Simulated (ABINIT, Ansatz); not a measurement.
# Li3OCl (Pm-3m): changed settings of a GW run in ABINIT, part 2 of 2

Aim: change inputs of a GW run on Li3OCl (Pm-3m) and see what moves.

ABINIT 10.8.3; PBEsol and many-body steps on it, plane waves. Known limits of the many-body steps: not at the basis limit; coarse k mesh.

So far. Step 2 (Screening, 4×4×4 mesh, 66 bands, screening to 114.3 eV): Local fields lower ε∞ by 11 %. On a Γ-centred mesh this coarse the value itself is usually too large, while a short band sum pulls it down. Step 3 (Base): The gap on the mesh goes from 4.61 eV to 6.71 eV, a correction of +2.10 eV.

## Step 4: Scissors in G

Level of this step: G0W0 on PBEsol, plane waves, norm-conserving pseudopotentials (ABINIT).

Input file run.abi:

```
acell 3*1.0 Angstrom
rprim 
  3.908337000000 0.000000000000 0.000000000000
  0.000000000000 3.908337000000 0.000000000000
  0.000000000000 0.000000000000 3.908337000000
ntypat 3
znucl 3 17 8
natom 5
typat 1 1 1 2 3
xred 
  0.000000000000 0.500000000000 0.500000000000
  0.500000000000 0.000000000000 0.500000000000
  0.500000000000 0.500000000000 0.000000000000
  0.000000000000 0.000000000000 0.000000000000
  0.500000000000 0.500000000000 0.500000000000
pp_dirpath "pseudos"
pseudos "Li.upf, Cl.upf, O.upf"
ecut 36
ngkpt 4 4 4
nshiftk 1
shiftk 0 0 0
kptopt 1
chksymbreak 0
istwfk *1
occopt 1
irdwfk 1
optdriver 4
nband 66
gwcalctyp 0
ecutsigx 36
symsigma 1
nkptgw 2
kptgw 
  0.5000000000 0.5000000000 0.0000000000
  0.0000000000 0.0000000000 0.0000000000
bdgw 
  10 13
  9 14
ecuteps 4.2
irdscr 1
ppmodel 1
mbpt_sciss 0.5 eV
indata_prefix "in"
outdata_prefix "out"
tmpdata_prefix "tmp"
```

The run is started by

```bash
$ OMP_NUM_THREADS=1 mpirun -n 4 abinit run.abi > log
```

The program printed:

```text
.Version 10.8.3 of ABINIT. v10.8.2 released Aug 2026.

 Symmetries : space group Pm -3 m (#221); Bravais cP (primitive cubic)
[... echo of the input left out ...]
== DATASET  1 ==================================================================
-   mpi_nproc: 4, omp_nthreads: 1 (-1 if OMP is not activated)

--- !DatasetInfo
iteration_state: {dtset: 1, }
dimensions: {natom: 5, nkpt: 10, mband: 66, nsppol: 1, nspinor: 1, nspden: 1, mpw: 4224, }
cutoff_energies: {ecut:  36.0, pawecutdg:  -1.0, }
electrons: {nelect:   2.20000000E+01, charge:   0.00000000E+00, occopt:   1.00000000E+00, tsmear:   1.00000000E-02, }

 SIGMA: Calculation of the GW corrections

 Based on a program developped by R.W. Godby, V. Olevano, G. Onida, and L. Reining.
 Incorporated in ABINIT by V. Olevano, G.-M. Rignanese, and M. Torrent.
.Using double precision arithmetic ; gwpc =  8

[... cell and pseudopotentials left out ...]
--------------------------------------------------------------------------------

 ==== K-mesh for the wavefunctions ====
 Number of points in the irreducible wedge :    10
[... list of points left out ...]
 Together with 48 symmetry operations and time-reversal symmetry
 yields    64 points in the full Brillouin Zone.

 ==== Q-mesh for screening function ====
 Number of points in the irreducible wedge :    10
[... list of points left out ...]
 Together with 48 symmetry operations and time-reversal symmetry
 yields    64 points in the full Brillouin Zone.

 vcoul_init : cutoff-mode = AUXILIARY_FUNCTION
 q-points for optical limit:   1
     1)      0.000010    0.000020    0.000030
 setmesh: FFT mesh size selected  =    40x   40x   40
          total number of points  =        64000

 Number of electrons calculated from density =   22.0000; Expected =   22.0000
[...]
max omega for Sigma on real axis  [eV]           0.00
 zcut for avoiding poles [eV]                     0.10
 scissor energy [eV]                              0.50

 EPSILON^-1 parameters (SCR file):
 dimension of the eps^-1 matrix on file            171
 dimension of the eps^-1 matrix used               171
 number of plane-waves for wavefunctions          4139
 number of bands                                    66
 number of q-points in IBZ                          10
 number of frequencies                               2
 number of real frequencies                          1
 number of imag frequencies                          1

 matrix elements of self-energy operator (all in [eV])

 Perturbative Calculation

--- !SelfEnergy_ee
iteration_state: {dtset: 1, }
kpoint     : [   0.500,    0.500,    0.000, ]
spin       : 1
KS_gap     :    4.712
QP_gap     :    6.909
Delta_QP_KS:    2.197
data: !SigmaeeData |
     Band     E0 <VxcDFT>   SigX SigC(E0)      Z dSigC/dE  Sig(E)    E-E0       E
       10   1.281 -18.122 -23.553   4.106   0.780  -0.282 -19.155  -1.033   0.248
       11   1.281 -18.122 -23.553   4.106   0.780  -0.282 -19.155  -1.033   0.248
       12   5.994  -8.285  -3.738  -3.267   0.850  -0.176  -7.121   1.163   7.157
[...]
--- !SelfEnergy_ee
iteration_state: {dtset: 1, }
kpoint     : [   0.000,    0.000,    0.000, ]
spin       : 1
KS_gap     :    5.114
QP_gap     :    7.347
Delta_QP_KS:    2.233
data: !SigmaeeData |
     Band     E0 <VxcDFT>   SigX SigC(E0)      Z dSigC/dE  Sig(E)    E-E0       E
[...]
13   8.154  -8.619  -3.889  -3.338   0.847  -0.180  -7.363   1.257   9.410
       14   8.154  -8.619  -3.889  -3.338   0.847  -0.180  -7.363   1.257   9.410

== END DATASET(S) ==============================================================
================================================================================

 -outvars: echo values of variables after computation  --------
           etotal      0.0000000000E+00
            nband          66
             nkpt          10
          spgroup         221
 [... the other variables as echoed above ...]

 Calculation completed.
```

Wall time 16 s (4 MPI ranks of Intel Xeon Platinum 8259CL at 2.50GHz (Skylake/Cascade Lake), shared host); peak memory 0.75 GiB.

Numbers from this step:

| Quantity | Value |
| --- | --- |
| G0W0 gap on the points computed | 6.766 eV |
| starting gap on the mesh | 4.610 eV |
| k of the valence top | 0.5, 0.5, 0 |
| k of the conduction bottom | 0, 0, 0 |
| Z at the valence top | 0.78 |
| Z at the conduction bottom | 0.842 |
| least direct G0W0 gap on the computed points | 6.909 eV |

## Step 5: Another k mesh than the file's

run.abi, as its differences from that of step 4:

```diff
@@ -18,3 +18,3 @@
 ecut 36
-ngkpt 4 4 4
+ngkpt 5 5 5
 nshiftk 1
@@ -41,3 +41,2 @@
 ppmodel 1
-mbpt_sciss 0.5 eV
 indata_prefix "in"
```

The program printed:

```text
.Version 10.8.3 of ABINIT. v10.8.2 released Aug 2026.

 Symmetries : space group Pm -3 m (#221); Bravais cP (primitive cubic)
================================================================================
 Values of the parameters that define the memory need of the present run
     intxc =       0    ionmov =       0      iscf =       7    lmnmax =       6
     lnmax =       6     mgfft =      40  mpssoang =       3    mqgrid =    3001
     natom =       5  nloc_mem =       1    nspden =       1   nspinor =       1
    nsppol =       1      nsym =      48    n1xccc =    2501    ntypat =       3
    occopt =       1   xclevel =       2
-    mband =          66        mffmem =           1         mkmem =           3
       mpw =        4176          nfft =       64000          nkpt =          10
================================================================================
  Rough estimation (10% accuracy) of disk space for files :
================================================================================

--------------------------------------------------------------------------------
------------- Echo of variables that govern the present computation ------------
--------------------------------------------------------------------------------
 -outvars: echo values of preprocessed input variables --------
            acell      1.8897261259E+00  1.8897261259E+00  1.8897261259E+00 Bohr

             bdgw          10      13       9      14
      chksymbreak           0
             ecut      3.60000000E+01 Hartree
          ecuteps      4.20000000E+00 Hartree
         ecutsigx      3.60000000E+01 Hartree
          ecutwfn      3.60000000E+01 Hartree
-          fftalg         312
           irdscr           1
           irdwfk           1

[...]
R(1)=  7.3856865  0.0000000  0.0000000  G(1)=  0.1353970  0.0000000  0.0000000
 R(2)=  0.0000000  7.3856865  0.0000000  G(2)=  0.0000000  0.1353970  0.0000000
 R(3)=  0.0000000  0.0000000  7.3856865  G(3)=  0.0000000  0.0000000  0.1353970
 Unit cell volume ucvol=  4.0287713E+02 bohr^3
 Angles (23,13,12)=  9.00000000E+01  9.00000000E+01  9.00000000E+01 degrees

--- Pseudopotential description ------------------------------------------------
- Li Generated using ONCVPSP code by D. R. Hamann
-  3.00000   3.00000  180301                  znucl, zion, pspdat
12 -116133 1 -1 1944                          pspcod,pspxc,lmax,lloc,mmax
     nproj     2     2     0
  pspatm : epsatm=    2.60875052
         --- l  ekb(1:nproj) -->
[...]
pspatm: atomic psp has been read  and splines computed

- Cl Generated using ONCVPSP code by D. R. Hamann
- 17.00000   7.00000  180301                  znucl, zion, pspdat
12 -116133 2 -1 1028                          pspcod,pspxc,lmax,lloc,mmax
     nproj     2     2     2
  pspatm : epsatm=    8.95520293
         --- l  ekb(1:nproj) -->
[...]
pspatm: atomic psp has been read  and splines computed

- O Generated using ONCVPSP code by D. R. Hamann
-  8.00000   6.00000  180301                  znucl, zion, pspdat
12 -116133 2 -1 936                           pspcod,pspxc,lmax,lloc,mmax
     nproj     2     2     1
  pspatm : epsatm=    6.22910120
         --- l  ekb(1:nproj) -->
             0    6.050032    0.820363
             1   -4.739617   -1.153841
             2   -1.335834
 pspatm: atomic psp has been read  and splines computed

   5.06232225E+02                                ecore*ucvol(ha*bohr**3)
--------------------------------------------------------------------------------

--- !ERROR
message: |
    hdr%kptrlatt_orig: [4, 0, 0, 0, 4, 0, 0, 0, 4]
    dtset%kptrlatt_orig: [5, 0, 0, 0, 5, 0, 0, 0, 5]

--- !ERROR
message: |
    hdr%kptrlatt_orig: [4, 0, 0, 0, 4, 0, 0, 0, 4]
    dtset%kptrlatt_orig: [5, 0, 0, 0, 5, 0, 0, 0, 5]

--- from the log ---
hdr%kptrlatt_orig: [4, 0, 0, 0, 4, 0, 0, 0, 4]
    dtset%kptrlatt_orig: [5, 0, 0, 0, 5, 0, 0, 0, 5]
```

Run time: 4.9 s. Hardware: 4 MPI ranks; peak memory 0.23 GiB.

The run stopped with an error after 4.9 s.

The program's words: hdr%kptrlatt_orig: [4, 0, 0, 0, 4, 0, 0, 0, 4] dtset%kptrlatt_orig: [5, 0, 0, 0, 5, 0, 0, 0, 5]

The fault put into this input: another k mesh than the file's.

## Step 6: The runs together

Times are wall times on 4 MPI ranks of Intel Xeon Platinum 8259CL at 2.50GHz (Skylake/Cascade Lake), shared host. The host was busy with other work, so they are no guide to cost. A run's time includes the screening step that it read.

```csv
run,mesh,bands,screening cutoff (eV),DFT gap (eV),gap on the mesh (eV),direct (eV),ε∞ used,time
base,4×4×4,66,114.3,4.610,6.709,6.854,3.01,48 s
scissors in G,4×4×4,66,114.3,4.610,6.766,6.909,3.01,50 s
```

## Step 7: What came out

- base: 6.709 eV
- scissors in G: 6.766 eV
- known limits: not at the basis limit; coarse k mesh

**Reading.** Scissors in G: +0.057 eV against base (keys changed: mbpt_sciss). Bands and cutoff are finite, so the gap is not at the basis limit. The miss can reach some tenths of an eV and take either sign; the mesh is an error of its own. In the first G0W0 run levels were corrected at 2 k points alone, so a gap called «on the mesh» is the least over those, and an edge elsewhere would be missed. The 4×4×4 mesh is coarse for this cell, which bears on the long-range parts of exchange and screening.

[Paths, hosts, dates, memory and timing lines, banners, echoed tables and standing remarks are left out of the program output.]

[Logs are printed without paths, hosts, clocks, repeated set-up lines and the standing remarks that a program may print on its own settings, such as how far it seeks lower states.]

[Runs of the session that timed out or met a known fault of the program may be left out.]

[No measured gap is set beside runs whose start may be inverted or whose files or cutoffs have a known fault.]

[Hosts, paths, dates, database ids (printed as entryN), source tags and the programs' standing remarks are cut or masked in the printed files.]

[G0W0 gaps are taken among the corrected bands and points alone; a level outside them can change the order at an edge.]

[Where Ansatz stands beside ABINIT at settings called matched, ABINIT's density can come from a denser mesh and the files from another edition; pairs whose starting gaps differed by over 0.03 eV were left out, so agreement reads better than it is.]
